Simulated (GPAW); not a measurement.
## NaI (Fm-3m): refractive index against wavelength

The refractive index of NaI (Fm-3m) below the direct gap (3.66 eV on the mesh) is read from one computed spectrum, n = √(Re ε).

Cell: a, b, c = 4.577, 4.577, 4.577 Å (primitive vectors), 2 atoms.

Method: GPAW 26.7.0, PBE, RPA, k-mesh 9×9×9, local fields up to 50 eV, Lorentzian half width 0.15 eV.

Launch of the response step: `OMP_NUM_THREADS=1 python df.py`. The run took 74 s, its band step included, on 1 thread of Intel(R) Xeon(R) Platinum 8488C (Sapphire Rapids) (shared host).

| wavelength (nm) | photon energy E (eV) | n |
| --- | --- | --- |
| 1550 | 0.800 | 1.7529 |
| 1310 | 0.946 | 1.7561 |
| 1064 | 1.165 | 1.7620 |
| 850 | 1.459 | 1.7722 |
| 700 | 1.771 | 1.7862 |
| 633 | 1.959 | 1.7965 |
| 532 | 2.331 | ? |

In the single-oscillator model n² − 1 = E₀E_d/(E₀² − E²), so 1/(n² − 1) = E₀/E_d − E²/(E₀E_d) is linear in E².

Working, on the rows shown:

| x = E² (eV²) | y = 1/(n² − 1) |
| --- | --- |
| 0.639837 | 0.482472 |
| 0.895757 | 0.479872 |
| 1.35784 | 0.47514 |
| 2.12762 | 0.467138 |
| 3.13716 | 0.456515 |
| 3.83641 | 0.448951 |

Means: x̄ = 1.9991, ȳ = 0.46835. Σ(x − x̄)(y − ȳ) = -0.08553, Σ(x − x̄)² = 8.164. Slope = -0.08553 / 8.164 = -0.01048; intercept = ȳ − slope · x̄ = 0.48929. Turned back into n, the line misses the rows shown by at most 0.0002.

Task: Predict the last column of the withheld row from the fit.

Result: At x = 5.4314 the line gives y = 0.43239, that is 1.8201. The run gave 1.8216, so the extrapolation is off by 0.0015, 2 % of the range in the table.

Refitted with all rows, the slope is -0.01064 and the intercept 0.48956. These give E₀ = √(intercept/−slope) = 6.78 eV and E_d = E₀/intercept = 13.9 eV; E₀ is 1.9 times the direct gap. The electronic limit at long wavelengths, without lattice vibrations, is n = √(1 + 1/intercept) = 1.744. Excitons are left out; PBE gaps are as a rule too small. The values come from a sum over the points of one k-mesh and carry its error, which grows as the direct gap shrinks. Spin-orbit coupling is left out.
